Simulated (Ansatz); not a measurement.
# Na on Ti(0001): change of the work function, part 2 of 2

How does one ordered layer of Na (fcc site) change the work function of Ti(0001), and what dipole does each adsorbate carry?

Ansatz 0.2.0; plane-wave DFT, PBE, Ansatz PAW.

So far, work function, upper face (eV): step 2 (the clean slab) 4.37.

## 3. The covered slab

System of this step: Na/Ti(0001). The cell holds 17 atoms: 16 Ti and 1 Na. Its edges and angles: a = 5.900 Å, b = 5.900 Å, c = 27.815 Å, α = 90.0°, β = 90.0°, γ = 60.0°. Vacuum lies along c.

The clean slab as it ended is repeated in the plane and the adsorbate is set on one face; the cell's size fixes the coverage, and the k-mesh shrinks with it to keep the sampling density about even. Adsorbate and upper layers relax, since the dipole depends on the height.

input.yaml reads:

```yaml
crystal:
  lattice:
    - [5.9, 0.0, 0.0]
    - [2.95, 5.1095498824, 0.0]
    - [0.0, 0.0, 27.8150630692]
  atoms:
    - { symbol: Ti, position: [0.3333333333, 0.3333333333, 0.3235656873] }
    - { symbol: Ti, position: [0.0, 0.0, 0.407775455] }
    - { symbol: Ti, position: [0.3333333333, 0.3333333333, 0.49443008] }
    - { symbol: Ti, position: [0.0, 0.0, 0.5723977235] }
    - { symbol: Ti, position: [0.3333333333, 0.8333333333, 0.3235656873] }
    - { symbol: Ti, position: [0.0, 0.5, 0.407775455] }
    - { symbol: Ti, position: [0.3333333333, 0.8333333333, 0.49443008] }
    - { symbol: Ti, position: [0.0, 0.5, 0.5723977235] }
    - { symbol: Ti, position: [0.8333333333, 0.3333333333, 0.3235656873] }
    - { symbol: Ti, position: [0.5, 0.0, 0.407775455] }
    - { symbol: Ti, position: [0.8333333333, 0.3333333333, 0.49443008] }
    - { symbol: Ti, position: [0.5, 0.0, 0.5723977235] }
    - { symbol: Ti, position: [0.8333333333, 0.8333333333, 0.3235656873] }
    - { symbol: Ti, position: [0.5, 0.5, 0.407775455] }
    - { symbol: Ti, position: [0.8333333333, 0.8333333333, 0.49443008] }
    - { symbol: Ti, position: [0.5, 0.5, 0.5723977235] }
    - { symbol: Na, position: [0.1666666667, 0.1666666667, 0.6764343127] }
kpoints:
  mp_grid: { grid: [6, 6, 1] }
hamiltonian:
  xc: pbe
scf:
  occupations: { method: fermi_dirac, width: 0.1 }
  convergence: { dr2_threshold: 1.0e-08 }
efield:
  axis: 3
  dipole_correction: true
  ramp_position: 0.97
  ramp_width: 0.06
relax:
  f_tol: 0.02
  max_steps: 60
  constraints: [{ sites: [0, 1, 4, 5, 8, 9, 12, 13] }]
output:
  dos: { projected: true, e_range: [-8, 4] }
  write_potential: true
  write_density: true
  volumetric_format: npy
  elf: true
```

On the command line:

```bash
ansatz run input.yaml --threads 2 --pin off --max-ram 3072MiB --backend cpu --events-out ev --progress --plain --runs-dir out
```

Output:

```text
[...]
Crystal: 17 atoms, lattice volume = 838.522 Å³
Basis set: ecut = 420 eV, 16293 PW (Γ), exchange–correlation on 80×80×384 points (8 copies of the dense FFT grid, shifted against one another)
Bands: 121, of which v1, the nominal top of the filled ones, is band 101 counted from 1 (100 counted from 0)
Symmetry: 6 space group operations
[...]
k-points: 7 of 36 (time reversal used)
[...]
SCF iter   1: F=—  HF=-41474.707439 eV  |F-HF|=—  |Δ(HF+E_count)|=         —  Δρ=5.56e-3  dr2=2.38e0  ethr=1.77e-3  p=0.506 e·Å  D=1.09e-1 V/Å  ΔV_dip=-3.04 eV  dr2_dipole=1.18e0  V_vac-E_F(+/−)=1.05/4.09 eV  ⟨swp⟩=10.1  Hψ=4141  notcnv=0
[...]
SCF iter  11: F=-41474.592863 eV  HF=-41474.592863 eV  |F-HF|=1.01e-9  |Δ(HF+E_count)|=   9.33e-9  Δρ=2.14e-7  dr2=6.22e-10  ethr=4.98e-12  p=0.395 e·Å  D=8.53e-2 V/Å  ΔV_dip=-2.37 eV  dr2_dipole=5.38e-12  V_vac-E_F(+/−)=2.04/4.41 eV  ⟨swp⟩=11.3  Hψ=5780  notcnv=0
SCF 1 converged in 11 iterations: F = -41474.592863 eV  dr2 = 6.22e-10
[...]
relax step   1: F+E_penalty+E_count = -41474.59286291 eV  Δ(F+E_penalty+E_count) = +0.000e0 eV  max|allowed force component| = 3.927e-1 eV/Å  Δτ_max = 0.0000 Å  (11 SCF iters, accepted)
[...]
SCF iter   9: F=-41474.619039 eV  HF=-41474.619039 eV  |F-HF|=6.32e-9  |Δ(HF+E_count)|=   1.32e-8  Δρ=3.84e-7  dr2=3.04e-9  ethr=4.98e-12  p=0.387 e·Å  D=8.35e-2 V/Å  ΔV_dip=-2.32 eV  dr2_dipole=3.92e-10  V_vac-E_F(+/−)=2.09/4.41 eV  ⟨swp⟩=11.9  Hψ=7587  notcnv=0
SCF 2 converged in 9 iterations: F = -41474.619039 eV  dr2 = 3.04e-9
  Residual-converged pass: ⟨swp⟩=1.1  Hψ=876  notcnv=0  max |occ|·‖R‖ = 7.0e-9 eV (tolerance 1.0e-8 eV)  dr2=3.04e-9  dr2_onsite=4.82e-11  max |Δocc| = 1.5e-12
relax step   2: F+E_penalty+E_count = -41474.61903869 eV  Δ(F+E_penalty+E_count) = -2.618e-2 eV  max|allowed force component| = 1.367e-1 eV/Å  Δτ_max = 0.1070 Å  (9 SCF iters, accepted)
SCF iter   1: F=—  HF=-41474.627494 eV  |F-HF|=—  |Δ(HF+E_count)|=         —  Δρ=1.19e-3  dr2=1.80e-1  ethr=2.66e-4  p=0.387 e·Å  D=8.35e-2 V/Å  ΔV_dip=-2.32 eV  dr2_dipole=5.06e-2  V_vac-E_F(+/−)=2.09/4.42 eV  ⟨swp⟩=2.0  Hψ=1223  notcnv=0
[...]
SCF iter   8: F=-41474.625548 eV  HF=-41474.625548 eV  |F-HF|=6.11e-9  |Δ(HF+E_count)|=   1.90e-8  Δρ=4.47e-7  dr2=2.46e-9  ethr=4.98e-12  p=0.381 e·Å  D=8.23e-2 V/Å  ΔV_dip=-2.29 eV  dr2_dipole=2.40e-11  V_vac-E_F(+/−)=2.12/4.41 eV  ⟨swp⟩=12.3  Hψ=6464  notcnv=0
SCF 3 converged in 8 iterations: F = -41474.625548 eV  dr2 = 2.46e-9
relax step   3: F+E_penalty+E_count = -41474.62554761 eV  Δ(F+E_penalty+E_count) = -6.509e-3 eV  max|allowed force component| = 4.892e-2 eV/Å  Δτ_max = 0.0414 Å  (8 SCF iters, accepted)
SCF iter   1: F=—  HF=-41474.625763 eV  |F-HF|=—  |Δ(HF+E_count)|=         —  Δρ=3.61e-4  dr2=1.71e-2  ethr=2.63e-4  p=0.381 e·Å  D=8.23e-2 V/Å  ΔV_dip=-2.29 eV  dr2_dipole=5.77e-3  V_vac-E_F(+/−)=2.13/4.41 eV  ⟨swp⟩=1.6  Hψ=1131  notcnv=0
[...]
SCF iter   7: F=-41474.626195 eV  HF=-41474.626195 eV  |F-HF|=3.33e-9  |Δ(HF+E_count)|=   3.84e-8  Δρ=3.50e-7  dr2=2.00e-9  ethr=4.98e-12  p=0.378 e·Å  D=8.15e-2 V/Å  ΔV_dip=-2.27 eV  dr2_dipole=5.08e-10  V_vac-E_F(+/−)=2.14/4.41 eV  ⟨swp⟩=12.3  Hψ=6117  notcnv=0
SCF 4 converged in 7 iterations: F = -41474.626195 eV  dr2 = 2.00e-9
relax step   4: F+E_penalty+E_count = -41474.62619488 eV  Δ(F+E_penalty+E_count) = -6.473e-4 eV  max|allowed force component| = 3.540e-3 eV/Å  Δτ_max = 0.0258 Å  (7 SCF iters, accepted)
NSCF: frozen V_eff on 7 k-points
the search or the solves at the SCF's close seem to have found levels that the self-consistency loop had missed (the run counts 1). By its estimate they hold 2.72e-7 electrons. The energies and the density leave them out; if the run goes on with those levels, later outputs use occupations computed again with them
WARN: The output density's exchange-correlation potential varies sharply where the density is thin. Do not read a vacuum level from v_tot or v_xc, or from such a field of the output density. On a cell that repeats whose density bears no net charge and no dipole along the vacuum's axis use v_es (v_loc + v_h of the components); under efield.dipole_correction with no amplitude use v_es + v_field, which holds any externa [...]
SCF converged after 7 iterations
Free energy (F): -41474.626195 eV
[...]
Internal energy: -41473.639359 eV  (E = F + TS)
E sigma→0 (E₀):  -41474.132777 eV
Entropy (-TS):   -0.986836 eV (-58.049 meV/atom)
Fermi energy:    2.535331 eV
Dipole field:    D = 0.081556 V/Å  (p = 0.377928 e·Å, saw-weighted, corrected)
Work function:   Φ+ = 2.1442 eV   Φ− = 4.4127 eV
[...]
--- Forces (eV/Å), atoms counted from 1 ---
  atom   1  Ti    -0.00939202    -0.00542249     0.58481418
  atom   2  Ti     0.02550790     0.01472699    -0.59793437
  atom   3  Ti     0.00185904     0.00107332    -0.00337240
  atom   4  Ti     0.00227713     0.00131470     0.00353993
  atom   5  Ti     0.00000000     0.01084497     0.58481418
  atom   6  Ti    -0.00000000    -0.02945398    -0.59793437
  atom   7  Ti     0.00000000    -0.00214663    -0.00337240
  atom   8  Ti    -0.00000000    -0.00262941     0.00353993
  atom   9  Ti     0.00939202    -0.00542249     0.58481418
  atom  10  Ti    -0.02550790     0.01472699    -0.59793437
  atom  11  Ti    -0.00185904     0.00107332    -0.00337240
  atom  12  Ti    -0.00227713     0.00131470     0.00353993
  atom  13  Ti     0.00000000     0.00000000     0.56470678
  atom  14  Ti    -0.00000000    -0.00000000    -0.52410533
  atom  15  Ti     0.00000000     0.00000000    -0.00257659
  atom  16  Ti     0.00000000     0.00000000    -0.00018167
  atom  17  Na    -0.00000000     0.00000000     0.00098534
  max |Σ_I F_I| component: 2.94e-5 eV/Å
--- Band table (eV; the first three rows and the last of 7) ---
  k-point 0: bands = [... 97 lower, 2.6218, 2.8854, 2.9603, 3.0013, 3.0013, 3.0073, 3.1951, 3.1951, ... 16 higher]
  k-point 1: bands = [... 97 lower, 2.6082, 2.6873, 2.8321, 2.8478, 2.8502, 2.8906, 3.0887, 3.0962, ... 16 higher]
  k-point 2: bands = [... 97 lower, 2.4292, 2.4476, 2.5497, 2.5498, 2.5979, 2.6353, 2.7829, 2.7977, ... 16 higher]
  k-point 6: bands = [... 97 lower, 2.1333, 2.1387, 2.2121, 2.2226, 2.2379, 2.4749, 2.4931, 2.6201, ... 16 higher]
--- Relaxed structure (4 steps of the walk, 4 accepted, 0 SCFs on fresh bases) ---
  F+E_penalty+E_count = -41474.62619488 eV   max|allowed force component| = 3.540e-3 eV/Å
  atoms:
    - { symbol: Ti, position: [0.333333, 0.333333, 0.3235656873] }
    - { symbol: Ti, position: [2.666712e-17, 2.666712e-17, 0.407775455] }
    - { symbol: Ti, position: [0.334763, 0.334763, 0.494351] }
    - { symbol: Ti, position: [-0.00167009, -0.00167009, 0.572033] }
    - { symbol: Ti, position: [0.333333, 0.833333, 0.3235656873] }
    - { symbol: Ti, position: [5.551115e-17, 0.5, 0.407775455] }
    - { symbol: Ti, position: [0.334763, 0.830475, 0.494351] }
    - { symbol: Ti, position: [-0.00167009, 0.503340, 0.572033] }
    - { symbol: Ti, position: [0.833333, 0.333333, 0.3235656873] }
    - { symbol: Ti, position: [0.5, 2.666712e-17, 0.407775455] }
    - { symbol: Ti, position: [0.830475, 0.334763, 0.494351] }
    - { symbol: Ti, position: [0.503340, -0.00167009, 0.572033] }
    - { symbol: Ti, position: [0.833333, 0.833333, 0.3235656873] }
    - { symbol: Ti, position: [0.500000, 0.5, 0.407775455] }
    - { symbol: Ti, position: [0.833333, 0.833333, 0.492469] }
    - { symbol: Ti, position: [0.500000, 0.5, 0.575599] }
    - { symbol: Na, position: [0.166667, 0.166667, 0.672154] }
```

It took 3.3 min on 2 threads of Arm Neoverse V1, shared host; peak memory 1.7 GiB.

Relaxation path:

| step | energy less that of the first step (eV) | largest force component (eV/Å) |
| --- | --- | --- |
| 1 | 0.0000 | 0.3927 |
| 2 | -0.0262 | 0.1367 |
| 3 | -0.0327 | 0.0489 |
| 4 | -0.0333 | 0.0035 |

Forces are held to the 6 operations that the program found; a distortion that breaks them can't arise in this run.

The atoms that moved most (Å):

| atom | dx | dy | dz | length |
| --- | --- | --- | --- | --- |
| Na17 | 0.000 | 0.000 | -0.119 | 0.119 |
| Ti16 | 0.000 | 0.000 | 0.089 | 0.089 |
| Ti15 | 0.000 | 0.000 | -0.055 | 0.055 |
| Ti8 | 0.000 | 0.017 | -0.010 | 0.020 |
| Ti12 | 0.015 | -0.009 | -0.010 | 0.020 |
| Ti4 | -0.015 | -0.009 | -0.010 | 0.020 |
| Ti11 | -0.013 | 0.007 | -0.002 | 0.015 |
| Ti7 | 0.000 | -0.015 | -0.002 | 0.015 |

Final coordinates:

```
Ti Na
1.0
     5.90000    0.00000    0.00000
     2.95000    5.10955    0.00000
     0.00000    0.00000   27.81506
Ti Na
16 1
Direct
  0.33333 0.33333 0.32357
  0.00000 0.00000 0.40778
  0.33476 0.33476 0.49435
  0.99833 0.99833 0.57203
  0.33333 0.83333 0.32357
  0.00000 0.50000 0.40778
  0.33476 0.83047 0.49435
  0.99833 0.50334 0.57203
  0.83333 0.33333 0.32357
  0.50000 0.00000 0.40778
  0.83047 0.33476 0.49435
  0.50334 0.99833 0.57203
  0.83333 0.83333 0.32357
  0.50000 0.50000 0.40778
  0.83333 0.83333 0.49247
  0.50000 0.50000 0.57560
  0.16667 0.16667 0.67215
```

This step gave:

| Property | Result |
| --- | --- |
| energy at zero smearing | -41474.1328 eV |
| work function, upper face | 2.144 eV |
| work function, lower face | 4.413 eV |
| dipole along the normal | 0.3779 e·Å |
| step between the vacuum levels | -2.268 eV |

Running mean over 2.342 Å of the planar mean; the ramp of the sawtooth is left out. Electron's electrostatic potential energy less the Fermi level against z:

| z (Å) | electron's electrostatic potential energy less the Fermi level (eV) |
| --- | --- |
| 4 | 4.41 |
| 5 | 4.39 |
| 6 | 4.23 |
| 7 | 2.88 |
| 8 | -3.13 |
| 9 | -6.74 |
| 10 | -6.59 |
| 11 | -6.58 |
| 12 | -6.43 |
| 13 | -6.40 |
| 14 | -6.90 |
| 15 | -7.49 |
| 16 | -6.72 |
| 17 | -2.92 |
| 18 | 1.12 |
| 19 | 1.17 |
| 20 | 1.59 |
| 21 | 2.06 |
| 22 | 2.13 |
| 23 | 2.14 |
| 24 | 2.14 |

The density of states has structure finer than the step of the table below, so its rows give means over 0.2 eV. Peaks (eV: height): -1.26: 51.3, -1.02: 35.1, -0.84: 45.8, -0.72: 68.4, -0.63: 51.3, -0.06: 60.0, 0.39: 48.4.

The density of states by energy, zero at the Fermi level; means over each step:

energy (eV), density of states (states/eV a cell) and a bar:
```
     -6.0        0.0 
     -5.8        0.1 
     -5.6        1.1 #
     -5.4        1.1 #
     -5.2        1.2 #
     -5.0        1.1 #
     -4.8        1.6 #
     -4.6        2.6 ##
     -4.4        3.1 ##
     -4.2        2.3 ##
     -4.0        2.4 ##
     -3.8        2.8 ##
     -3.6        4.9 ####
     -3.4        4.6 ###
     -3.2        2.5 ##
     -3.0        7.1 #####
     -2.8        9.4 #######
     -2.6        5.5 ####
     -2.4       17.3 #############
     -2.2       13.2 ##########
     -2.0       17.9 #############
     -1.8       19.9 ###############
     -1.6       18.7 ##############
     -1.4       13.9 ##########
     -1.2       23.5 #################
     -1.0       25.5 ###################
     -0.8       40.3 ##############################
     -0.6       20.1 ###############
     -0.4       18.0 #############
     -0.2       26.0 ###################
      0.0       33.3 #########################
      0.2       28.6 #####################
      0.4       36.3 ###########################
      0.6       31.8 ########################
```

Projected DOS per atom over height of the atomic layer and energy from the Fermi level. Layers: Ti4 Ti4 Ti4 Ti4 Na from below.

Ten even steps from '0' (0.00 states/eV) to '9' (2.81 states/eV), each cell a mean:
```
87791
95470
74360
56441
54573
34430
34430
24430
11210
11110
00000
00000
00000
00000
00000
00000
00000
00000
00000
00000
00000
00000
```
Columns: height of the atomic layer (Å) from 9 to 18.7 (not evenly spaced); rows upwards: energy from the Fermi level (eV) from -7.96 to 0.745.

ELF in the ca plane at fractional y = 0.000, with atoms of Ti within 0.2 Å of it. It is the smooth field of the valence electrons, not physical close to the nuclei.

Values, 9 rows by 16 columns, each cell a mean:
```
0.43 0.37 0.44 0.33 0.46 0.36 0.46 0.32 0.21 0.26 0.17 0.07 0.02 0.00 0.00 0.00
0.21 0.26 0.23 0.25 0.17 0.25 0.24 0.22 0.35 0.23 0.11 0.03 0.01 0.00 0.00 0.00
0.20 0.30 0.24 0.25 0.19 0.26 0.23 0.26 0.38 0.22 0.10 0.03 0.01 0.00 0.00 0.00
0.38 0.33 0.42 0.30 0.35 0.32 0.46 0.28 0.22 0.25 0.16 0.06 0.01 0.00 0.00 0.00
0.53 0.40 0.40 0.38 0.67 0.43 0.37 0.38 0.21 0.15 0.13 0.13 0.04 0.00 0.00 0.00
0.29 0.26 0.32 0.27 0.22 0.27 0.35 0.23 0.24 0.04 0.03 0.15 0.07 0.01 0.00 0.00
0.20 0.35 0.27 0.28 0.20 0.26 0.29 0.39 0.26 0.18 0.03 0.14 0.09 0.01 0.00 0.00
0.25 0.24 0.26 0.26 0.17 0.25 0.29 0.23 0.25 0.06 0.03 0.15 0.08 0.01 0.00 0.00
0.50 0.40 0.42 0.37 0.61 0.41 0.41 0.36 0.22 0.11 0.10 0.14 0.04 0.01 0.00 0.00
```
Columns run along c (16.0 Å, from fractional 0.34 to 0.91 of the cell), rows up along a (5.9 Å). Atoms in or near the plane, at fractional coordinates: Ti at (0.41, 0.00), Ti at (0.57, 0.00), Ti at (0.41, 0.50), Ti at (0.57, 0.50).

Valence density in the ca plane at fractional y = 0.000, with atoms of Ti within 0.2 Å of it. It is the smooth field of the valence electrons, not physical close to the nuclei.

Values in units of 1e0 e/Å³, 9 rows by 16 columns, each cell a mean:
```
0.2 2.3 3.8 0.2 0.2 0.3 4.8 1.4 0.0 0.0 0.0 0.0 0.0 0.0 0.0 0.0
0.2 0.3 0.3 0.2 0.4 0.2 0.4 0.2 0.0 0.0 0.0 0.0 0.0 0.0 0.0 0.0
0.3 0.2 0.2 0.2 0.5 0.2 0.3 0.1 0.0 0.0 0.0 0.0 0.0 0.0 0.0 0.0
0.2 1.7 2.7 0.2 0.2 0.3 3.5 1.0 0.0 0.0 0.0 0.0 0.0 0.0 0.0 0.0
0.2 3.7 5.8 0.2 0.2 0.4 7.1 2.2 0.0 0.0 0.0 0.0 0.0 0.0 0.0 0.0
0.2 0.8 1.3 0.2 0.3 0.2 1.5 0.5 0.1 0.1 0.0 0.0 0.0 0.0 0.0 0.0
0.3 0.2 0.2 0.2 0.5 0.2 0.2 0.1 0.1 0.2 0.0 0.0 0.0 0.0 0.0 0.0
0.2 0.5 0.7 0.2 0.3 0.2 0.8 0.3 0.1 0.1 0.0 0.0 0.0 0.0 0.0 0.0
0.2 3.3 5.3 0.2 0.2 0.4 6.3 2.0 0.1 0.0 0.0 0.0 0.0 0.0 0.0 0.0
```
Columns run along c (16.0 Å, from fractional 0.34 to 0.91 of the cell), rows up along a (5.9 Å). Atoms in or near the plane, at fractional coordinates: Ti at (0.41, 0.00), Ti at (0.57, 0.00), Ti at (0.41, 0.50), Ti at (0.57, 0.50).

Electrostatic potential energy in the ca plane at fractional y = 0.000, with atoms of Ti within 0.2 Å of it. With pseudopotentials it is smooth inside the atoms' cores, unlike the true potential.

Ten even steps from '0' (-35 eV) to '9' (6 eV), each cell a mean:
```
99850002689999973000379999999999999999999999
88873125788888886212689999999999999999999999
78987678888667888767899999999999999999999999
68999889987546899888999999999999999999999999
68998888987656898888899999999999999999999999
88885446888778887445789999999999999999999999
99851003789989984101489999999999999999999999
99840001689999972000279999999999999999999999
99850002689999973000379999999999999999999999
88873125799888886323689999889999999999999999
78987678898767888767899988888999999999999999
68999889998646899988999987788999999999999999
68998888998656899888999988788999999999999999
88885446898878887545789998889999999999999999
99851003789999984101489999999999999999999999
99840001689999972000279999999999999999999999
```
Columns run along c (16.0 Å, from fractional 0.34 to 0.91 of the cell; values clipped at the 3rd and 97th percentile), rows up along a (5.9 Å). Atoms in or near the plane, at fractional coordinates: Ti at (0.41, 0.00), Ti at (0.57, 0.00), Ti at (0.41, 0.50), Ti at (0.57, 0.50).

The relaxation took 4 steps and lowered the energy by 0.033 eV; the largest force on the free atoms ends at 0.0035 eV/Å.

By hand: a sheet of dipoles makes a step −p/(ε₀A) in the electron's potential. With e/ε₀ = 180.95 V·Å, p = 0.3779 e·Å and A = 30.15 Å², that is −180.95 × (0.3779) / 30.15 = -2.268 eV, and the two vacuum levels of the run differ by -2.268 eV.

The covered face has 2.14 eV, -2.23 eV against the clean one; the bare back face has moved by -0.01 eV, a measure of how thin the slab is.

## 4. Work function against coverage

This step: plane-wave DFT, PBE, Ansatz PAW; work function against coverage (Ansatz 0.2.0).

The runs are now put side by side.

This step gave:

* work function of the clean face: 4.373 eV
* largest change of the work function: -2.229 eV

The work function of the covered face by coverage:

| coverage (adsorbates/nm²) | work function of the covered face (eV) |
| --- | --- |
| 0.00 | 4.37 |
| 3.32 | 2.14 |

The dipole per adsorbate comes from the change of the cell's dipole. Coverage, by row:

| coverage (1/nm²) | coverage (ML) | work function (eV) | change (eV) | dipole per adsorbate, positive end outwards (debye) | mean height of the added atoms over the highest substrate atom (Å) |
| --- | --- | --- | --- | --- | --- |
| 3.317 | 0.25 | 2.144 | -2.229 | 1.775 | 2.686 |

## 5. Outcome

* work function of the clean face: 4.37 eV
* work function at 0.25 ML: 2.14 eV
* dipole per adsorbate at 0.25 ML, positive end outwards: 1.77 D

Na lowers the work function of Ti(0001) at the lowest coverage, by 2.23 eV: the adsorbate layer has its positive end outwards. One coverage alone was completed, so no trend follows. The slab has 4 layers, at the tabulated experimental lattice constant, one starting site was run, and quantum-size effects of a slab this thin can reach one or two tenths of an eV.

[Long decimals in the printed logs are rounded to 6 places.]

[Logs are printed without paths, hosts, clocks, repeated set-up lines and the standing remarks that a program may print on its own settings, such as how far it seeks lower states.]

[Hosts, paths, dates, database ids (printed as entryN), source tags and the programs' standing remarks are cut or masked in the printed files.]

[Maps of the electrostatic potential energy from Ansatz leave out the sawtooth potential of an applied field or a dipole correction, so their vacuum need not be flat; planar profiles and work functions include it.]

[The density of states shown here was stored with 400 of the rows of the run's finer table, so its peaks can read low, often by over a quarter, or be missed, and its means over a window can be off by a tenth or more.]
